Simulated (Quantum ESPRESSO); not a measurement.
## NaF (Villiaumite): phonons by linear response

How does NaF (Villiaumite) vibrate, and is this structure a minimum?

Program: Quantum ESPRESSO 7.5. Level of theory: DFT LDA, scalar-relativistic, plane waves, PseudoDojo norm-conserving pseudopotentials. Results are calculated unless marked as measured.

### Step 1. The starting structure

Symmetry: Fm-3m, No. 225, cubic system. Conventional cell: a = 4.640 Å, b = 4.640 Å, c = 4.640 Å, α = 90.00°, β = 90.00°, γ = 90.00°. Na has 6 F at 2.32 Å nearest. F has 6 Na at 2.32 Å nearest. Farther neighbours and most contacts between anions are not listed.

### Step 2. A first look

Before anything dear is run, a loose run with smearing shows whether this is a metal and how far the cell is from rest.

probe.in

```
&CONTROL
  calculation = 'scf'
  prefix      = 'x'
  outdir      = './tmp'
  pseudo_dir  = './pseudo'
  tprnfor     = .true.
  tstress     = .true.
  verbosity   = 'high'
/
&SYSTEM
  ibrav       = 0
  nat         = 2
  ntyp        = 2
  ecutwfc     = 88.0
  occupations = 'smearing'
  smearing    = 'gaussian'
  degauss     = 0.01
/
&ELECTRONS
  conv_thr         = 1.0d-07
  mixing_beta      = 0.7
  electron_maxstep = 100
/
ATOMIC_SPECIES
 Na     22.9898  Na.upf
 F      18.9984  F.upf
CELL_PARAMETERS angstrom
    -2.320000000    0.000000000    2.320000000
     0.000000000    2.320000000    2.320000000
    -2.320000000    2.320000000    0.000000000
ATOMIC_POSITIONS crystal
 Na     0.000000000   0.000000000   0.000000000
 F      0.500000000   0.500000000   0.500000000
K_POINTS automatic
 6 6 6 0 0 0
```

On the command line:

```sh
$ OMP_NUM_THREADS=1 mpirun -n 4 pw.x -nk 4 -in probe.in > probe.out
```

The program printed:

```text
[banners, grids, parts of the stress and lines that vanish by symmetry left out]
Program PWSCF v.7.5
     Message from routine setup:
     using ibrav=0 with symmetry is DISCOURAGED, use correct ibrav instead
[...]
kinetic-energy cutoff     =      88.0000  Ry
     charge density cutoff     =     352.0000  Ry
     scf convergence threshold =      1.0E-07
[...]
Exchange-correlation= SLA  PW   NOGX NOGC
                           (   1   4   0   0   0   0   0)
[...]
48 Sym. Ops., with inversion, found
[...]
(     0          1          0      )
                  (     0          0          1      )
[...]
(  0.0000000  1.0000000  0.0000000 )
                  ( -0.0000000 -0.0000000  1.0000000 )
[...]
(     1          0         -1      )
                  (     0          0         -1      )
[...]
( -0.0000000 -1.0000000 -0.0000000 )
[...]
(     0          1         -1      )
                  (     0          1          0      )
[...]
( -1.0000000  0.0000000  0.0000000 )
                  (  0.0000000  1.0000000 -0.0000000 )
[...]
number of k points=    16  Gaussian smearing, width (Ry)=  0.0100
[...]
End of self-consistent calculation
[...]
the Fermi energy is     5.3713 ev
!    total energy              =    -140.61470111 Ry
[...]
convergence has been achieved in   7 iterations
[...]
atom    1 type  1   force =    -0.00000000    0.00000000   -0.00000000
     atom    2 type  2   force =     0.00000000    0.00000000   -0.00000000
[...]
Total force =     0.000000     Total SCF correction =     0.000000
[...]
total   stress  (Ry/bohr**3)                   (kbar)     P=      -44.79
[...]
XML data file, charge density, pseudopotentials, collected wavefunctions

   JOB DONE.
```

It took 2.4 s on 4 MPI ranks of Arm Neoverse V1, shared host.

This step gave:

```yaml
volume_per_atom: 12.49 Å³
pressure: -4.479 GPa
gap_on_the_k_mesh: 5.971 eV
```

A gap of 6.0 eV opens on this mesh, so the crystal is taken as an insulator; the start stands at -4.5 GPa.

### Step 3. Relaxation

The relaxation runs at a cutoff a fifth above that of the response, since stress converges more slowly with the basis than frequencies do. Forces and stress are brought to rest with tight thresholds.

relax.in

```
&CONTROL
  calculation   = 'vc-relax'
  prefix        = 'x'
  outdir        = './tmp'
  pseudo_dir    = './pseudo'
  tprnfor       = .true.
  tstress       = .true.
  forc_conv_thr = 2.0d-05
  etot_conv_thr = 1.0d-07
  nstep         = 40
/
&SYSTEM
  ibrav       = 0
  nat         = 2
  ntyp        = 2
  ecutwfc     = 106
  occupations = 'fixed'
  nbnd        = 10
/
&ELECTRONS
  conv_thr         = 1.0d-11
  mixing_beta      = 0.7
  electron_maxstep = 100
/
&IONS
/
&CELL
  press_conv_thr = 0.2
/
ATOMIC_SPECIES
 Na     22.9898  Na.upf
 F      18.9984  F.upf
CELL_PARAMETERS angstrom
    -2.320000000    0.000000000    2.320000000
     0.000000000    2.320000000    2.320000000
    -2.320000000    2.320000000    0.000000000
ATOMIC_POSITIONS crystal
 Na     0.000000000   0.000000000   0.000000000
 F      0.500000000   0.500000000   0.500000000
K_POINTS automatic
 8 8 8 0 0 0
```

On the command line:

```sh
$ OMP_NUM_THREADS=1 mpirun -n 4 pw.x -nk 4 -in relax.in > relax.out
```

The program printed:

```text
[banners, grids, parts of the stress and lines that vanish by symmetry left out]
[banner, memory and clock lines left out]
Program PWSCF v.7.5

[...]
kinetic-energy cutoff     =     106.0000  Ry
     charge density cutoff     =     424.0000  Ry
     scf convergence threshold =      1.0E-11
[...]
energy convergence thresh.=      1.0E-07
     force convergence thresh. =      2.0E-05
     press convergence thresh. =      2.0E-01
     Exchange-correlation= SLA  PW   NOGX NOGC
                           (   1   4   0   0   0   0   0)
[...]
48 Sym. Ops., with inversion, found
[...]
number of k points=    29
[...]
End of self-consistent calculation
[...]
highest occupied, lowest unoccupied level (ev):     0.4643    6.4353
!    total energy              =    -140.61474809 Ry
[...]
convergence has been achieved in  10 iterations
[...]
atom    1 type  1   force =     0.00000000    0.00000000    0.00000000
     atom    2 type  2   force =     0.00000000    0.00000000    0.00000000
     Total force =     0.000000     Total SCF correction =     0.000000
[...]
total   stress  (Ry/bohr**3)                   (kbar)     P=      -44.82
[...]
number of bfgs steps    =   0
[...]
CELL_PARAMETERS (angstrom)
[...]
ATOMIC_POSITIONS (crystal)
Na               0.0000000000        0.0000000000        0.0000000000
F                0.5000000000        0.5000000000        0.5000000000
[...]
New effective cutoffs (rho, wfc):  429.63  107.63
[...]
End of self-consistent calculation
[...]
highest occupied, lowest unoccupied level (ev):     0.6333    6.7272
!    total energy              =    -140.61579117 Ry
[...]
convergence has been achieved in   7 iterations
[...]
atom    1 type  1   force =    -0.00000000   -0.00000000    0.00000000
     atom    2 type  2   force =     0.00000000    0.00000000    0.00000000
     Total force =     0.000000     Total SCF correction =     0.000000
[...]
total   stress  (Ry/bohr**3)                   (kbar)     P=      -35.26
[...]
number of bfgs steps    =   1
[...]
CELL_PARAMETERS (angstrom)
[...]
ATOMIC_POSITIONS (crystal)
Na               0.0000000000       -0.0000000000        0.0000000000
F                0.5000000000        0.5000000000        0.5000000000
[...]
New effective cutoffs (rho, wfc):  439.70  110.15
[...]
End of self-consistent calculation
[...]
highest occupied, lowest unoccupied level (ev):     0.8997    7.1871
!    total energy              =    -140.61682995 Ry
[...]
convergence has been achieved in   8 iterations
[...]
atom    1 type  1   force =     0.00000000   -0.00000000    0.00000000
     atom    2 type  2   force =     0.00000000    0.00000000    0.00000000
     Total force =     0.000000     Total SCF correction =     0.000000
[...]
total   stress  (Ry/bohr**3)                   (kbar)     P=      -18.51
[...]
number of bfgs steps    =   2
[...]
CELL_PARAMETERS (angstrom)
[...]
ATOMIC_POSITIONS (crystal)
[...]
New effective cutoffs (rho, wfc):  450.69  112.90
[...]
End of self-consistent calculation
[...]
highest occupied, lowest unoccupied level (ev):     1.1979    7.7018
!    total energy              =    -140.61715488 Ry
[...]
convergence has been achieved in   8 iterations
[...]
atom    1 type  1   force =     0.00000000    0.00000000    0.00000000
     atom    2 type  2   force =    -0.00000000   -0.00000000    0.00000000
     Total force =     0.000000     Total SCF correction =     0.000000
[...]
total   stress  (Ry/bohr**3)                   (kbar)     P=        2.73
[...]
number of bfgs steps    =   3
[...]
CELL_PARAMETERS (angstrom)
[...]
ATOMIC_POSITIONS (crystal)
[...]
New effective cutoffs (rho, wfc):  449.28  112.55
[...]
End of self-consistent calculation
[...]
highest occupied, lowest unoccupied level (ev):     1.1593    7.6352
!    total energy              =    -140.61716113 Ry
[...]
convergence has been achieved in   7 iterations
[...]
atom    1 type  1   force =    -0.00000000   -0.00000000   -0.00000000
     atom    2 type  2   force =     0.00000000    0.00000000    0.00000000
     Total force =     0.000000     Total SCF correction =     0.000000
[...]
total   stress  (Ry/bohr**3)                   (kbar)     P=       -0.17
[...]
number of bfgs steps    =   4
[...]
CELL_PARAMETERS (angstrom)
[...]
ATOMIC_POSITIONS (crystal)
[...]
New effective cutoffs (rho, wfc):  449.36  112.57
[...]
End of self-consistent calculation
[...]
highest occupied, lowest unoccupied level (ev):     1.1615    7.6390
!    total energy              =    -140.61716116 Ry
[...]
convergence has been achieved in   5 iterations
[...]
atom    1 type  1   force =    -0.00000000    0.00000000   -0.00000000
     atom    2 type  2   force =     0.00000000   -0.00000000    0.00000000
     Total force =     0.000000     Total SCF correction =     0.000000
[...]
total   stress  (Ry/bohr**3)                   (kbar)     P=       -0.00
[...]
bfgs converged in   6 scf cycles and   5 bfgs steps
[...]
End of BFGS Geometry Optimization
     Final enthalpy           =    -140.6171611577 Ry
     File ./tmp/x.bfgs deleted, as requested
[...]
CELL_PARAMETERS (angstrom)
[...]
ATOMIC_POSITIONS (crystal)
Na               0.0000000000       -0.0000000000       -0.0000000000
F                0.5000000000        0.5000000000        0.5000000000
[...]
Final scf calculation at the relaxed structure.
[...]
kinetic-energy cutoff     =     106.0000  Ry
     charge density cutoff     =     424.0000  Ry
     scf convergence threshold =      1.0E-13
[...]
press convergence thresh. =      2.0E-01
     Exchange-correlation= SLA  PW   NOGX NOGC
                           (   1   4   0   0   0   0   0)
[...]
48 Sym. Ops., with inversion, found
[...]
number of k points=    29
[...]
End of self-consistent calculation
[...]
highest occupied, lowest unoccupied level (ev):     1.1615    7.6391
!    total energy              =    -140.61715870 Ry
[...]
convergence has been achieved in  13 iterations
[...]
atom    1 type  1   force =     0.00000000    0.00000000   -0.00000000
     atom    2 type  2   force =     0.00000000    0.00000000    0.00000000
     Total force =     0.000000     Total SCF correction =     0.000000
[...]
total   stress  (Ry/bohr**3)                   (kbar)     P=       -0.02
[...]
XML data file, charge density, pseudopotentials, collected wavefunctions
```

Wall time 29 s (4 MPI ranks); 1.9 min of CPU time.

Step by step:

| step | energy less that of the first step (eV) | largest force (eV/Å) | pressure (GPa) | volume (Å³) |
| --- | --- | --- | --- | --- |
| 1 | 0.0000 | 0.0000 | -4.48 | 24.97 |
| 2 | -0.0142 | 0.0000 | -3.53 | 24.41 |
| 3 | -0.0283 | 0.0000 | -1.85 | 23.57 |
| 4 | -0.0327 | 0.0000 | 0.27 | 22.72 |
| 5 | -0.0328 | 0.0000 | -0.02 | 22.82 |
| 6 | -0.0328 | 0.0000 | 0.00 | 22.82 |
| 7 | -0.0328 | 0.0000 | 0.00 | 22.82 |

| conventional cell, symmetrised | before | after | change |
| --- | --- | --- | --- |
| a (Å) | 4.640 | 4.502 | -3.0 % |
| b (Å) | 4.640 | 4.502 | -3.0 % |
| c (Å) | 4.640 | 4.502 | -3.0 % |
| volume (Å³/atom) | 12.49 | 11.41 | -8.6 % |

The relaxed structure:

```
Na F
1.0
    -2.25122    0.00000    2.25122
     0.00000    2.25122    2.25122
    -2.25122    2.25122    0.00000
Na F
1 1
Cartesian
  0.0000 0.0000 0.0000
  -2.2512 2.2512 2.2512
```

The last row of the table of steps is pw.x's closing run on a basis chosen anew for the final cell, so its energy can jump.

This step gave:

```
volume per atom   : 11.41 Å³
pressure          : -0.002 GPa
gap on the k-mesh : 6.478 eV
```

The volume changes by -8.6 % from the cell with which this run began.

### Step 4. Ground state

The response is built on this ground state, so it is converged far tighter than an energy would need. With a gap, occupations are fixed, which also allows the response to an electric field.

scf.in

```
&CONTROL
  calculation = 'scf'
  prefix      = 'x'
  outdir      = './tmp'
  pseudo_dir  = './pseudo'
  tprnfor     = .true.
  tstress     = .true.
/
&SYSTEM
  ibrav       = 0
  nat         = 2
  ntyp        = 2
  ecutwfc     = 88.0
  occupations = 'fixed'
  nbnd        = 10
/
&ELECTRONS
  conv_thr         = 1.0d-12
  mixing_beta      = 0.7
  electron_maxstep = 100
/
ATOMIC_SPECIES
 Na     22.9898  Na.upf
 F      18.9984  F.upf
CELL_PARAMETERS angstrom
    -2.251215171    0.000000000    2.251215171
     0.000000000    2.251215171    2.251215171
    -2.251215171    2.251215171    0.000000000
ATOMIC_POSITIONS crystal
 Na     0.000000000   0.000000000   0.000000000
 F      0.500000000   0.500000000   0.500000000
K_POINTS automatic
 8 8 8 0 0 0
```

On the command line:

```sh
$ OMP_NUM_THREADS=1 mpirun -n 4 pw.x -nk 4 -in scf.in > scf.out
```

The program printed:

```text
[banners, grids, parts of the stress and lines that vanish by symmetry left out]
[banner, memory and clock lines left out]
Program PWSCF v.7.5

[...]
kinetic-energy cutoff     =      88.0000  Ry
     charge density cutoff     =     352.0000  Ry
     scf convergence threshold =      1.0E-12
[...]
Exchange-correlation= SLA  PW   NOGX NOGC
                           (   1   4   0   0   0   0   0)
[...]
48 Sym. Ops., with inversion, found
[...]
number of k points=    29
[...]
End of self-consistent calculation
[...]
highest occupied, lowest unoccupied level (ev):     1.1615    7.6391
!    total energy              =    -140.61711208 Ry
[...]
convergence has been achieved in  10 iterations
[...]
atom    1 type  1   force =     0.00000000    0.00000000   -0.00000000
     atom    2 type  2   force =     0.00000000    0.00000000    0.00000000
     Total force =     0.000000     Total SCF correction =     0.000000
[...]
total   stress  (Ry/bohr**3)                   (kbar)     P=       -0.02
[...]
XML data file, charge density, pseudopotentials, collected wavefunctions
```

It took 3.3 s on 4 MPI ranks.

The cell stands at -0.002 GPa, close enough for phonons.

(Continued in part 2 of 3.)

[Host names and launcher messages were left out of these logs when they were recorded.]

[Logs are printed without paths, hosts, clocks, repeated set-up lines and the standing remarks that a program may print on its own settings, such as how far it seeks lower states.]

[Hosts, paths, dates, database ids (printed as entryN), source tags and the programs' standing remarks are cut or masked in the printed files.]
